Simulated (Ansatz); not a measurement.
# Starting-point dependence of the GW gap of BaTiO3 (R3m)

How much of the starting functional survives in the G0W0 gap of BaTiO3 (R3m)?

Calculated with Ansatz 0.2.0; G0W0 on several functionals, plane waves, PAW.

In doubt: masses and optical values from hybrid runs of this build are listed as unsure (step 4), which bears on the screening that GW takes from such a start.

## 1. The starting structure

It takes space group R3m (No. 160, trigonal). The conventional cell has a = 5.655 Å, b = 5.655 Å, c = 6.955 Å, α = 90.00°, β = 90.00°, γ = 120.00°. Nearest to Ba lie 12 O at 2.79 to 2.89 Å. Ti has 6 O at 1.87 to 2.14 Å nearest. O has 2 Ti at 1.87 to 2.14 Å and 4 Ba at 2.79 to 2.89 Å nearest. Farther neighbours and most contacts between anions are not listed.

As a file:

```cif
data_structure
_symmetry_space_group_name_H-M 'P 1'
_symmetry_Int_Tables_number 1
_cell_length_a 4.0042
_cell_length_b 4.0042
_cell_length_c 4.0042
_cell_angle_alpha 89.837
_cell_angle_beta 89.837
_cell_angle_gamma 89.837
_cell_volume 64.20
loop_
_atom_site_label
_atom_site_type_symbol
_atom_site_fract_x
_atom_site_fract_y
_atom_site_fract_z
_atom_site_occupancy
Ba1 Ba 0.00000 0.00000 0.00000 1
Ti2 Ti 0.48450 0.48450 0.48450 1
O3 O 0.50860 0.50860 0.01750 1
O4 O 0.01750 0.50860 0.50860 1
O5 O 0.50860 0.01750 0.50860 1
```

The cell and positions come from the Crystallography Open Database and are kept as given unless a step says otherwise. Spin-orbit coupling is left out unless a step names it.

## 2. G0W0 on LDA

G0W0 replaces the xc potential by the self-energy, built once from these orbitals. Only a window of levels is corrected, while the sums run over the empty bands that the input names. This step takes PAW set soft_1 files.

This step: G0W0 on LDA, plane waves, PAW; PAW set soft_1.

Contents of input.yaml:

```yaml
crystal:
  lattice:
    - [2.8273666084, 1.6323808724, 2.3183934932]
    - [-2.8273666084, 1.6323808724, 2.3183934932]
    - [0.0, -3.2647617449, 2.3183934932]
  atoms:
    - { symbol: Ba, position: [0.0, 0.0, 0.0] }
    - { symbol: Ti, position: [0.4845, 0.4845, 0.4845] }
    - { symbol: O, position: [0.5086, 0.5086, 0.0175] }
    - { symbol: O, position: [0.0175, 0.5086, 0.5086] }
    - { symbol: O, position: [0.5086, 0.0175, 0.5086] }
kpoints:
  mp_grid: { grid: [4, 4, 4] }
hamiltonian:
  xc: lda
  pseudopotentials: { kind: paw, azcp: { folder: soft_1 }, xc_functional: pbe }
scf:
  occupations: { method: fixed }
gw:
  n_empty_bands: 145
  ecut_chi: 100
  qp_bands: [v2, c2]
  qp_kpoints: band_edges
  screening: { model: contour_deformation }
```

Command:

```
$ ansatz run input.yaml --threads 3 --pin off --max-ram 92160MiB --backend cuda --events-out ev --progress --plain --runs-dir out --devices 1 --max-vram 13GiB
```

Numbers of over 12 decimals in the logs are rounded to 6 here.

The program printed:

```text
GPUs: using 1 of 1 available (devices: 1).
Engine: ansatz 0.2.0, x86_64-unknown-linux-gnu
Pseudopotentials: kind: paw
Pseudopotential: Ba, paw, valence charge 10, recommended cutoff 420 eV (normal), soft_1/Ba.paw.azcp
Pseudopotential: Ti, paw, valence charge 12, recommended cutoff 420 eV (normal), soft_1/Ti.paw.azcp
Pseudopotential: O, paw, valence charge 6, recommended cutoff 420 eV (normal), soft_1/O.paw.azcp
Functional definition: SPW92
  exchange = slater_x
  correlation = pw_c
device memory: the entry about to start is reckoned to put 0.6 GiB on a device that reports 49.2 GiB free (of which the cap on the GPU budget leaves the run 13.0 GiB)
GPU FFT provider: cuFFT
GPU libraries: cuBLAS 13.8.2, cuFFT 12.4.0, cuSOLVER 12.3.4
Crystal: 5 atoms, lattice volume = 64.201 Å³
Basis set: ecut = 420 eV, 1237 PW (Γ)
Bands: 25, of which v1, the nominal top of the filled ones, is band 20 counted from 1 (19 counted from 0)
Symmetry: 6 space group operations
Space group: R3m (ITA 160), of the structure as read, at distance tolerance 4.0e-5 Å
k-points: 13 of 64 (time reversal used)
Non-local potential: Ba, projectors of the file, l = 0: 3, l = 1: 2, l = 2: 2, l = 3: 2
Non-local potential: Ti, projectors of the file, l = 0: 3, l = 1: 2, l = 2: 3, l = 3: 1
Non-local potential: O, projectors of the file, l = 0: 2, l = 1: 2, l = 2: 1
PAW form: soft (Blöchl's): semilocal exchange-correlation on the pseudo side does not see the compensation charge
PAW frozen core: Ba, regenerated for the run's functional, and the local potential with it (the file was generated under x = pbe(κ = 0.804, μ = 0.219515), c = pbe(β = 0.066725))
PAW frozen core: Ti, regenerated for the run's functional, and the local potential with it (the file was generated under x = pbe(κ = 0.804, μ = 0.219515), c = pbe(β = 0.066725))
PAW frozen core: O, regenerated for the run's functional, and the local potential with it (the file was generated under x = pbe(κ = 0.804, μ = 0.219515), c = pbe(β = 0.066725))
PAW one-centre angular grid: Ba, 194 points (default); XC on 64 Gauss nodes
PAW one-centre angular grid: Ti, 590 points (default); XC on 64 Gauss nodes
PAW one-centre angular grid: O, 110 points (default); XC on 64 Gauss nodes
Initial density: superposition of atomic densities (chi_scale 0.1, normalization cell, long waves kept (reshape's long-wave potential 0.00 eV rms))
Initial wavefunctions: pseudopotential atomic-orbital guess
GPU buffer pool allocated for 19683 grid points (all kernels)
GPU transforms: local potential and band sums: pruned to the plane-wave sphere, on 27×27×27
Functional: x = slater, c = lda
SCF iter   1: F=—  HF=-9905.097852 eV  |F-HF|=—  |Δ(HF+E_count)|=         —  Δρ=5.59e-2  dr2=1.95e0  ethr=3.10e-3  ⟨swp⟩=4.8  Hψ=1256  notcnv=0  defer=25
preconditioner: auto → Resta (q_TF=auto, 2.521 Å⁻¹)  ε∞=5.8  [insulator: Δε(μ)=2.556 eV  Ē_g=11.529 eV  n_scr=18 (ndim 8)  ℏωp=25.4 eV  f_vac=0.000  ε∞_Penn≈5.8]
SCF iter   2: F=—  HF=-9904.694431 eV  |F-HF|=—  |Δ(HF+E_count)|=   4.03e-1  Δρ=2.35e-2  dr2=4.91e-1  ethr=3.10e-3  ⟨swp⟩=2.5  Hψ=596  notcnv=0  defer=18
SCF iter   3: F=—  HF=-9904.624218 eV  |F-HF|=—  |Δ(HF+E_count)|=   7.02e-2  Δρ=1.78e-2  dr2=1.94e-1  ethr=1.23e-3  ⟨swp⟩=2.2  Hψ=543  notcnv=0  defer=26
SCF iter   4: F=—  HF=-9904.591466 eV  |F-HF|=—  |Δ(HF+E_count)|=   3.28e-2  Δρ=6.86e-3  dr2=3.54e-2  ethr=4.85e-4  ⟨swp⟩=2.4  Hψ=629  notcnv=0  defer=25
SCF iter   5: F=—  HF=-9904.584193 eV  |F-HF|=—  |Δ(HF+E_count)|=   7.27e-3  Δρ=1.62e-3  dr2=1.72e-3  ethr=8.84e-5  ⟨swp⟩=2.1  Hψ=458  notcnv=0  defer=36
SCF iter   6: F=—  HF=-9904.583861 eV  |F-HF|=—  |Δ(HF+E_count)|=   3.32e-4  Δρ=3.14e-4  dr2=7.01e-5  ethr=4.29e-6  ⟨swp⟩=2.2  Hψ=493  notcnv=0  defer=37
SCF iter   7: F=—  HF=-9904.583850 eV  |F-HF|=—  |Δ(HF+E_count)|=   1.10e-5  Δρ=3.17e-5  dr2=5.00e-7  ethr=1.75e-7  ⟨swp⟩=2.2  Hψ=497  notcnv=0  defer=15
SCF iter   8: F=-9904.583849 eV  HF=-9904.583849 eV  |F-HF|=7.15e-9  |Δ(HF+E_count)|=   4.76e-8  Δρ=6.16e-6  dr2=1.71e-8  ethr=2.50e-10  ⟨swp⟩=8.5  Hψ=1296  notcnv=0
SCF 1 converged in 8 iterations: F = -9904.583849 eV  dr2 = 1.71e-8
  greatest PAW one-centre occupation: 0.998 electrons in one spin orbital (limit 2), on the Ti atom at site 1 (counted from 0), in its partial waves of l = 0
device memory: the entry about to start is reckoned to put 0.7 GiB on a device that reports 51.1 GiB free (of which the cap on the GPU budget leaves the run 13.0 GiB)
NSCF: frozen V_eff on 13 k-points, pencils in batches of 32, up to order 100
the band table was solved once the SCF had ended and its energy, with any forces and stress, was formed, with the checks that follow a solve (1430 applications of the Hamiltonian). They found nothing against the state; the energy, forces and stress were not computed again (output.eigenvalues in the input reference)
device memory: the entry about to start is reckoned to put 2.9 GiB on a device that reports 52.1 GiB free (of which the cap on the GPU budget leaves the run 13.0 GiB)
NSCF: frozen V_eff on 13 k-points
G₀W₀ screening: q 1/13
[... further progress lines ...]
device memory: the entry about to start is reckoned to put 0.3 GiB on a device that reports 44.6 GiB free (of which the cap on the GPU budget leaves the run 13.0 GiB)
NSCF: frozen V_eff on 1 k-points
device memory: the entry about to start is reckoned to put 0.3 GiB on a device that reports 44.6 GiB free (of which the cap on the GPU budget leaves the run 13.0 GiB)
NSCF: frozen V_eff on 1 k-points
device memory: the entry about to start is reckoned to put 0.3 GiB on a device that reports 44.6 GiB free (of which the cap on the GPU budget leaves the run 13.0 GiB)
NSCF: frozen V_eff on 1 k-points
SCF converged after 8 iterations
Free energy (F): -9904.583849 eV
Harris-Foulkes:  -9904.583849 eV  (|F-HF|=7.15e-9)
Internal energy: -9904.583849 eV  (E = F + TS)
E sigma→0 (E₀):  -9904.583849 eV
Fermi energy:    9.818031 eV
--- Per-component energies (eV) ---
  E_band       = -151.076828
  E_kinetic    = 942.908697
  E_local      = -2203.235027  (includes V_loc(G=0)·N_el)
  E_nonlocal   = 320.908708
  E_hartree    = 842.706114
  E_xc         = -526.072883
  E_vxc        = -549.301188  (∫ρ·V_xc dr)
  E_paw        = -6473.487251  (= ΣΔE_a)
  E_vpaw       = -347.775393  (= ΣTr[D̂ρ^β])
  E_aug_tail   = 0.002241  (compensation charges beyond the density's cutoff)
  E_ewald      = -2809.213684
  E_core_change = 0.899235  (= ΣΔE_core)
  E_smearing   = -0.000000  (= −TS)
  E_closure    = -0.000000  (closes the sum)
  Σ components = -9904.583849   (vs F -9904.583849, Δ=0.00e0)
--- Band table (eV; the first three rows and the last of 13) ---
  k-point 0: bands = [... 16 lower, 8.7190, 9.3230, 9.4671, 9.4671, 12.1724, 12.1724, 12.3276, 14.3943, ... 1 higher]
  k-point 1: bands = [... 16 lower, 8.3858, 8.6098, 9.1870, 9.2337, 12.2621, 12.8858, 12.9677, 14.3854, ... 1 higher]
  k-point 2: bands = [... 16 lower, 8.1369, 8.1936, 8.8900, 9.0296, 12.3296, 13.6160, 13.7113, 14.3554, ... 1 higher]
  k-point 12: bands = [... 16 lower, 7.5310, 9.8031, 9.8031, 9.8180, 14.1730, 14.3218, 14.3218, 16.4735, ... 1 higher]
--- G₀W₀: contour deformation, 6 samples at zero and on the imaginary axis and 1 off it, 64 q-points, 145 empty bands' worth ---
  eigenvalues of the whole cell's RPA ε∞ on this k-mesh (on a slab, of 1 + 4πα/V) = 5.4363, 5.9182, 5.9182; static W/v taken at q = 0 is 0.173852
  gw.qp_kpoints: band_edges: 9 of 13 stored k-points solved, in 1 pass; an edge of the gap read off the rows below is read off those points alone
    valence top: of the k-points left out ik 8 came nearest to being solved in a further pass, in band 20 (counted from 1, as in the quasiparticle table): it holds the edge there only if its correction is more favourable than any solved in that band by at least 0.452 eV; those differ by 0.091 eV
    conduction bottom: of the k-points left out ik 9 came nearest to being solved in a further pass, in band 21 (counted from 1, as in the quasiparticle table): it holds the edge there only if its correction is more favourable than any solved in that band by at least 0.976 eV; those differ by 0.065 eV
  `?` marks the rows in doubt; gw_qp.tsv's column doubts and the gw_qp event give each row's grounds
    ik  band        ε_KS         Σx   Σc(E_QP)       V_xc       Z   E_QP_lin       E_QP  E_QP is
     0    19      9.4671   -25.7743     4.2889   -21.4345  0.7338     9.4161     9.4162  root
     0    20      9.4671   -25.7743     4.2889   -21.4345  0.7338     9.4161     9.4162  root
     0    21     12.1724   -13.0308    -5.9995   -20.6661  0.7446    13.8591    13.8082  root
     0    22     12.1724   -13.0308    -5.9995   -20.6661  0.7446    13.8591    13.8082  root
     1    19      9.1870   -25.2030     4.1655   -20.9786  0.7318     9.1280     9.1281  root
     1    20      9.2337   -25.7688     4.4238   -21.2661  0.7317     9.1547     9.1548  root
     1    21     12.2621   -13.2466    -6.0494   -20.9404  0.7420    13.9594    13.9064  root
     1    22     12.8858   -13.9882    -6.3004   -21.9528  0.7277    14.6141    14.5500  root
     2    19      8.8900   -25.3107     4.3107   -20.9101  0.7293     8.7999     8.8001  root
     2    20      9.0296   -25.8908     4.5967   -21.1806  0.7302     8.9160     8.9162  root
     2    21     12.3296   -13.3375    -6.2095   -21.2203  0.7389    14.0602    14.0029  root
     2    22     13.6160   -14.6499    -6.8233   -23.1566  0.7063    15.3858    15.2993  root
     3    19      8.9276   -25.2422     4.3691   -20.7705  0.7307     8.8248     8.8251  root
     3    20      9.3435   -25.4470     4.6150   -20.6983  0.7271     9.2095     9.2098  root
     3    21     12.8824   -13.8329    -6.4166   -21.9255  0.7283    14.6240    14.5584  root
     3    22     13.0174   -14.2158    -6.3731   -22.2676  0.7234    14.7637    14.6961  root
     4    19      8.8369   -25.1244     4.6328   -20.3348  0.7252     8.6796     8.6801  root
     4    20      9.3412   -25.1588     4.6732   -20.3436  0.7242     9.1989     9.1993  root
     4    21     12.9734   -14.0483    -6.4718   -22.2101  0.7248    14.7321    14.6634  root
     4    22     13.6608   -14.5008    -6.9581   -23.1500  0.7054    15.4402    15.3519  root
     5    19      8.9599   -25.2945     4.4089   -20.7775  0.7307     8.8516     8.8518  root
     5    20      9.3648   -25.3922     4.5817   -20.6872  0.7268     9.2412     9.2415  root
     5    21     12.8005   -13.7918    -6.3455   -21.8109  0.7308    14.5373    14.4741  root
     5    22     13.0363   -14.0184    -6.4660   -22.1624  0.7235    14.7828    14.7144  root
     6    19      9.0102   -25.1679     4.6808   -20.3032  0.7251     8.8256     8.8263  root
     6    20      9.7643   -25.6338     4.7551   -20.7625  0.7261     9.6478     9.6480  root
     6    21     13.7011   -14.7185    -6.9312   -23.3501  0.7039    15.4909    15.4015  root
     6    22     13.7022   -14.6732    -6.9613   -23.3240  0.7031    15.4812    15.3917  root
    10    19      9.3223   -25.1852     4.7370   -20.2945  0.7242     9.1681     9.1686  root
    10    20      9.7870   -25.6907     4.7568   -20.8254  0.7262     9.6783     9.6785  root
    10    21     13.8857   -14.6301    -7.1158   -23.4345  0.6996    15.6678    15.5742  root
    10    22     13.9857   -14.6937    -7.1477   -23.5353  0.6976    15.7765    15.6795  root
    12    19      9.8031   -25.7385     4.7551   -20.8824  0.7263     9.7020     9.7023  root
    12    20      9.8180   -25.7631     4.7655   -20.8952  0.7264     9.7155     9.7157  root
    12    21     14.1730   -14.6101    -7.4276   -23.7242  0.6904    15.9628    15.8595  root ?
    12    22     14.3218   -14.7070    -7.5189   -23.9194  0.6870    16.1241    16.0153  root ?
```

It took 15 s on 1 × NVIDIA H100 80GB HBM3 (shared by 6 runs) with 3 threads of AMD EPYC 7R13 (Zen 3), shared host; peak memory 1.1 GiB.

Numbers from this step:

```
bands summed                                 : 165
RPA ε∞ on this mesh (eigenvalues)            : 5.436, 5.918, 5.918
plane waves in the screening matrix          : 147
q-points in the mesh                         : 64
G0W0 gap on the mesh                         : 4.093 eV
k of the valence top                         : -0.5, -0.5, -0.5
k of the conduction bottom                   : 0, 0, 0
starting gap on the mesh                     : 2.354 eV
Z at the valence top                         : 0.7264
Z at the conduction bottom                   : 0.7446
least direct G0W0 gap on the computed points : 4.392 eV
```

The gap on the mesh goes from 2.35 eV to 4.09 eV, a correction of +1.74 eV. Between the two edge states, bare exchange in place of the xc potential would open the gap by 12.50 eV, and correlation takes back 10.77 eV.

## 3. G0W0 on r2SCAN

The same correction from a different start measures what one shot leaves open.

This step: G0W0 on r2SCAN, plane waves, PAW; PAW set soft_1.

input.yaml: that of step 2 with these lines changed.

```diff
@@ -14,4 +14,4 @@
 hamiltonian:
-  xc: lda
-  pseudopotentials: { kind: paw, azcp: { folder: soft_1 }, xc_functional: pbe }
+  xc: r2scan
+  pseudopotentials: { kind: paw, azcp: { folder: soft_1 } }
 scf:
```

The program printed:

```text
GPUs: using 1 of 1 available (devices: 1).
[...]
GPU FFT provider: cuFFT
GPU libraries: cuBLAS 13.8.2, cuFFT 12.4.0, cuSOLVER 12.3.4
Crystal: 5 atoms, lattice volume = 64.201 Å³
Basis set: ecut = 500 eV, 1647 PW (Γ), exchange–correlation on 120×120×120 points (64 copies of the dense FFT grid, shifted against one another)
Bands: 25, of which v1, the nominal top of the filled ones, is band 20 counted from 1 (19 counted from 0)
Symmetry: 6 space group operations
[...]
k-points: 13 of 64 (time reversal used)
[...]
GPU buffer pool allocated for 27000 grid points (all kernels)
[...]
SCF iter   1: F=—  HF=-10183.765911 eV  |F-HF|=—  |Δ(HF+E_count)|=         —  Δρ=5.39e-2  dr2=2.18e0  dr2_τ=2.51e-1  ethr=3.10e-3  ⟨swp⟩=4.8  Hψ=1263  notcnv=0  defer=23
[...]
SCF iter   8: F=-10183.964140 eV  HF=-10183.964140 eV  |F-HF|=4.39e-8  |Δ(HF+E_count)|=   3.09e-7  Δρ=1.07e-5  dr2=7.09e-8  dr2_τ=1.98e-9  ethr=2.50e-10  ⟨swp⟩=7.2  Hψ=1543  notcnv=0
SCF 1 converged in 8 iterations: F = -10183.964140 eV  dr2 = 7.09e-8
[...]
NSCF: frozen V_eff on 13 k-points, pencils in batches of 32, up to order 100
[...]
NSCF: frozen V_eff on 13 k-points
G₀W₀ screening: q 1/13
[... further progress lines ...]
[...]
SCF converged after 8 iterations
Free energy (F): -10183.964140 eV
[...]
Internal energy: -10183.964140 eV  (E = F + TS)
E sigma→0 (E₀):  -10183.964140 eV
Fermi energy:    9.883672 eV
[...]
--- Band table (eV; the first three rows and the last of 13) ---
  k-point 0: bands = [... 16 lower, 8.7731, 9.4073, 9.5207, 9.5207, 12.6862, 12.6862, 12.8233, 14.7607, ... 1 higher]
  k-point 1: bands = [... 16 lower, 8.4711, 8.6906, 9.2619, 9.2804, 12.7677, 13.3557, 13.4445, 14.7531, ... 1 higher]
  k-point 2: bands = [... 16 lower, 8.2386, 8.2986, 8.9515, 9.0639, 12.8309, 14.0624, 14.1624, 14.7249, ... 1 higher]
  k-point 12: bands = [... 16 lower, 7.5872, 9.8698, 9.8698, 9.8837, 14.6189, 14.7748, 14.7748, 17.2365, ... 1 higher]
[...]
0    19      9.5207   -25.9201     4.2785   -21.6859  0.7464     9.5650     9.5651  root
     0    20      9.5207   -25.9201     4.2785   -21.6859  0.7464     9.5650     9.5651  root
     0    21     12.6862   -12.9266    -5.9534   -20.1585  0.7517    13.9915    13.9647  root
     0    22     12.6862   -12.9266    -5.9534   -20.1585  0.7517    13.9915    13.9647  root
     1    19      9.2619   -25.4213     4.2023   -21.2262  0.7444     9.2690     9.2690  root
     1    20      9.2804   -25.8666     4.3762   -21.5147  0.7445     9.3047     9.3047  root
     1    21     12.7677   -13.1182    -6.0005   -20.4115  0.7493    14.0888    14.0606  root
     1    22     13.3557   -13.8368    -6.2155   -21.4086  0.7363    14.7478    14.7121  root
[...]
12    19      9.8698   -25.8959     4.7135   -21.2219  0.7396     9.9093     9.9093  root
    12    20      9.8837   -25.9210     4.7238   -21.2366  0.7397     9.9231     9.9231  root
    12    21     14.6189   -14.5026    -7.1995   -23.1221  0.7016    16.0996    16.0389  root
    12    22     14.7748   -14.5856    -7.2719   -23.2870  0.6990    16.2678    16.2043  root
```

Elapsed: 23 s, on 1 × NVIDIA H100 80GB HBM3 (shared by 6 runs) with 3 threads; peak memory 1.2 GiB; 29 s of CPU time.

Numbers from this step:

```yaml
bands_summed: 165
rpa_eps_infinity_on_this_mesh_eigenvalues: 4.776, 5.179, 5.179
plane_waves_in_the_screening_matrix: 147
q_points_in_the_mesh: 64
g0w0_gap_on_the_mesh: 4.042 eV
k_of_the_valence_top: -0.5, -0.5, -0.5
k_of_the_conduction_bottom: 0, 0, 0
starting_gap_on_the_mesh: 2.803 eV
z_at_the_valence_top: 0.7397
z_at_the_conduction_bottom: 0.7517
least_direct_g0w0_gap_on_the_computed_points: 4.400 eV
```

Against the run with 4×4×4 mesh, 145 empty bands, screening to 100 eV, PAW set soft_1 files on LDA, the gap moves by −0.05 eV, while the start moved by +0.45 eV.

## 4. G0W0 on HSE06

This step: G0W0 on HSE06, plane waves, PAW; PAW set soft_1.

input.yaml: that of step 3 with these lines changed.

```diff
@@ -14,3 +14,3 @@
 hamiltonian:
-  xc: r2scan
+  xc: hse06
   pseudopotentials: { kind: paw, azcp: { folder: soft_1 } }
```

The program printed:

```text
GPUs: using 1 of 1 available (devices: 1).
[...]
davidson cushion auto → on  (no smearing: the cushion is to keep the highest requested band from converging to the state above it; pin scf.eigensolver.cushion to override)
[...]
GPU FFT provider: cuFFT
GPU libraries: cuBLAS 13.8.2, cuFFT 12.4.0, cuSOLVER 12.3.4
Crystal: 5 atoms, lattice volume = 64.201 Å³
Basis set: ecut = 420 eV, 1237 PW (Γ)
[...]
1    21     13.1544   -12.4958    -5.6511   -19.0135  0.7808    14.0296    14.0211  root
     1    22     13.8114   -13.2762    -5.8229   -20.0030  0.7693    14.7258    14.7153  root
[...]
12    19      9.1579   -25.8981     4.4366   -21.8743  0.7692     9.5688     9.5706  root
    12    20      9.1712   -25.9227     4.4460   -21.8899  0.7692     9.5825     9.5844  root
    12    21     15.2707   -14.0875    -6.6579   -21.6442  0.7381    16.1841    16.1695  root
    12    22     15.4399   -14.2028    -6.7286   -21.8386  0.7353    16.3622    16.3469  root
[key lines of the parts left out:]
Free energy (F): -10163.664796 eV
Fermi energy:    9.171231 eV
```

Elapsed: 43 s, on 1 × NVIDIA H100 80GB HBM3 (shared by 6 runs) with 3 threads; peak memory 1.4 GiB.

Numbers from this step:

```
bands summed                                 : 165
RPA ε∞ on this mesh (eigenvalues)            : 4.122, 4.418, 4.418
plane waves in the screening matrix          : 147
G0W0 gap on the mesh                         : 4.335 eV
k of the valence top                         : -0.5, -0.5, -0.5
k of the conduction bottom                   : 0, 0, 0
starting gap on the mesh                     : 3.890 eV
least direct G0W0 gap on the computed points : 4.715 eV
```

Against the run with 4×4×4 mesh, 145 empty bands, screening to 100 eV, PAW set soft_1 files on r2SCAN, the gap moves by +0.29 eV, while the start moved by +1.09 eV.

(Continued in part 2 of 2.)

[Paths, hosts, dates, memory and timing lines, banners, echoed tables and standing remarks are left out of the program output.]

[Logs are printed without paths, hosts, clocks, repeated set-up lines and the standing remarks that a program may print on its own settings, such as how far it seeks lower states.]

[Runs of the session that timed out or met a known fault of the program may be left out.]

[Cells called generated may have been cut or substituted from an entry of the Crystallography Open Database or the Materials Project.]

[Hosts, paths, dates, database ids (printed as entryN), source tags and the programs' standing remarks are cut or masked in the printed files.]
